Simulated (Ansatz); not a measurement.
# How the smearing shapes the phonons of SrCd (Pm-3m), part 2 of 2

Wanted: frequencies of SrCd (Pm-3m) solved wavevector by wavevector at several smearings.

Ansatz 0.2.0; DFT PBEsol, scalar-relativistic, plane waves, PAW.

So far. Step 5 (Phonons along a line: Fermi–Dirac smearing of 0.04 eV): Against step 3 (now smearing width 0.04 eV), the free energy moves by +10.9 meV an atom. The relaxed cell has a = 3.972 Å (conventional setting).

### Step 6. Wavevectors along a line: Methfessel–Paxton smearing of 0.2 eV

Each wavevector is solved by itself, so no interpolation smooths a dip of the branch.

input.yaml

```yaml
crystal:
  lattice:
    - [3.9718423159, 0.0, 0.0]
    - [0.0, 3.9718423159, 0.0]
    - [0.0, 0.0, 3.9718423159]
  atoms:
    - { symbol: Sr, position: [0.5, 0.5, 0.5] }
    - { symbol: Cd, position: [0.0, 0.0, 0.0] }
kpoints:
  mp_grid: { grid: [12, 12, 12] }
hamiltonian:
  xc: pbesol
scf:
  occupations: { method: methfessel_paxton, width: 0.2 }
output:
  eigenvalues: true
phonons:
  method: dfpt
  qpoints:
    - [0, 0, 0]
    - [0.0, 0.083333333, 0.0]
    - [0.0, 0.166666667, 0.0]
    - [0.0, 0.25, 0.0]
    - [0.0, 0.333333333, 0.0]
    - [0.0, 0.416666667, 0.0]
    - [0.0, 0.5, 0.0]
```

Command:

```
$ ansatz run input.yaml --threads 4 --pin off --max-ram 8192MiB --backend cpu --events-out ev --progress --plain --runs-dir out
```

Numbers of over 12 decimals in the logs are rounded to 6 here.

The program printed:

```text
[...]
Crystal: 2 atoms, lattice volume = 62.658 Å³
Basis set: ecut = 420 eV, 1237 PW (Γ), exchange–correlation on 54×54×54 points (8 copies of the dense FFT grid, shifted against one another)
Bands: 19, of which v1, the nominal top of the filled ones, is band 15 counted from 1 (14 counted from 0)
Symmetry: 48 space group operations
k-points: 84 of 1728
[...]
SCF iter   1: F=—  HF=-11676.901923 eV  |F-HF|=—  |Δ(HF+E_count)|=         —  Δρ=3.12e-3  dr2=5.32e-3  ethr=1.77e-3  ⟨swp⟩=5.9  Hψ=8203  notcnv=0
[...]
SCF iter   9: F=-11676.902118 eV  HF=-11676.902118 eV  |F-HF|=5.46e-12  |Δ(HF+E_count)|=  3.09e-11  S|Δr|=    0.00e0  Δρ=7.13e-8  dr2=5.02e-12  ethr=1.00e-12  ⟨swp⟩=6.9  Hψ=7479  notcnv=0
SCF 1 converged in 9 iterations: F = -11676.902118 eV  dr2 = 5.02e-12
[...]
SCF converged after 9 iterations
Stability not checked: this state was not tested for a lower state beside it, because cold or Methfessel-Paxton smearing, or corrected tetrahedra, fill the levels in a way that the test cannot read (fill_not_monotonic; see scf.lower_state_search)
Free energy (F): -11676.902118 eV
[...]
Internal energy: -11676.898503 eV  (E = F + TS)
E sigma→0 (E₀):  -11676.901214 eV
Entropy (-TS):   -0.003614 eV (-1.807 meV/atom)
Fermi energy:    9.367460 eV
[...]
--- Band table (eV; the first three rows and the last of 84) ---
  k-point 0: bands = [... 11 lower, 0.8815, 0.8815, 3.4550, 10.6961, 10.6961, 13.4204, 13.4204, 13.4204]
  k-point 1: bands = [... 11 lower, 0.8793, 0.8823, 3.5391, 10.5757, 10.7180, 13.1579, 13.1579, 13.2164]
  k-point 2: bands = [... 11 lower, 0.8733, 0.8847, 3.7869, 10.0987, 10.7799, 12.6903, 12.6903, 13.0932]
  k-point 83: bands = [... 11 lower, 1.0222, 1.0222, 8.5235, 8.5235, 8.5235, 8.6322, 14.0682, 14.0682]
[...]
ASR residual: 1.130e-4 → 0.000e0 eV/Å²; symmetrization residual: 2.200e-7 eV/Å²
  ASR residual per site (eV/Å²): 1.13e-4 1.19e-6
  Γ frequencies (cm⁻¹): 0.00 0.00 0.00 106.57 106.57 106.57
[...]
--- Phonons (arbitrary-q DFPT): 7 explicit q-points ---
[...]
```

Elapsed: 5.2 min, on 4 threads of Arm Neoverse V1, shared host; peak memory 1.7 GiB.

Each wavevector solved by linear response. Table of frequency by |q| along the line:

```
|q| along the line (Å⁻¹)  mode 1 (cm⁻¹)  mode 2 (cm⁻¹)  mode 3 (cm⁻¹)  mode 4 = mode 5 (cm⁻¹)  mode 6 (cm⁻¹)
                   0.000              0              0              0                     107            107
                   0.132           14.6           14.6           19.2                     106            106
                   0.264           29.4           29.4           37.0                     104            106
                   0.396           43.1           43.1           51.1                    99.7            107
                   0.527           55.9           55.9           59.3                    94.5            108
                   0.659           61.9           67.0           67.0                    88.0            110
                   0.791           60.4           73.9           73.9                    82.9            110
```

Against step 3 (now occupations Methfessel-Paxton and smearing width 0.2 eV), the free energy moves by +12.4 meV an atom.

### Step 7. The lowest branch at each setting

Lowest frequency against |q| along the line:

```
|q| along the line (Å⁻¹)  fermi dirac 0.1 eV, k 12x12x12 (cm⁻¹)  fermi dirac 0.25 eV, k 12x12x12 (cm⁻¹)  fermi dirac 0.04 eV, k 12x12x12 (cm⁻¹)  methfessel paxton 0.2 eV, k 12x12x12 (cm⁻¹)
                   0.000                                      0                                       0                                       0                                            0
                   0.132                                   14.7                                    14.8                                    14.5                                         14.6
                   0.264                                   29.3                                    29.3                                    29.4                                         29.4
                   0.396                                   43.1                                      43                                    43.1                                         43.1
                   0.527                                   55.9                                    55.6                                    55.8                                         55.9
                   0.659                                   61.6                                    60.8                                    61.9                                         61.9
                   0.791                                   61.2                                    60.9                                    59.9                                         60.4
```

### Step 8. What came out

| Property | Result |
| --- | --- |
| phonon run of the rows without a label of their own | PBEsol, k 12×12×12 |
| lowest branch at the last solved point, Fermi–Dirac 0.1 eV | 61.2 cm⁻¹ at \|q\| = 0.791 Å⁻¹ |
| lowest branch at the last solved point, Fermi–Dirac 0.25 eV | 60.9 cm⁻¹ at \|q\| = 0.791 Å⁻¹ |
| lowest branch at the last solved point, Fermi–Dirac 0.04 eV | 59.9 cm⁻¹ at \|q\| = 0.791 Å⁻¹ |
| lowest branch at the last solved point, Methfessel–Paxton 0.2 eV | 60.4 cm⁻¹ at \|q\| = 0.791 Å⁻¹ |

No branch softens by more than 4 % of the top frequency as the smearing narrows, so no anomaly that hangs on the smearing shows at these points. The line holds 7 wavevectors, so a narrow dip between them would be missed. Between Fermi–Dirac 0.25 eV and Fermi–Dirac 0.04 eV the largest change, with modes counted by rank of frequency, is in mode 6 at |q| = 0.791 Å⁻¹, from 112 to 109 cm⁻¹. Where branches cross, a count by rank can hide a softening. At the narrowest width the k mesh may not resolve the Fermi surface, so part of the change can be mesh noise.

[Logs are printed without paths, hosts, clocks, repeated set-up lines and the standing remarks that a program may print on its own settings, such as how far it seeks lower states.]

[Hosts, paths, dates, database ids (printed as entryN), source tags and the programs' standing remarks are cut or masked in the printed files.]
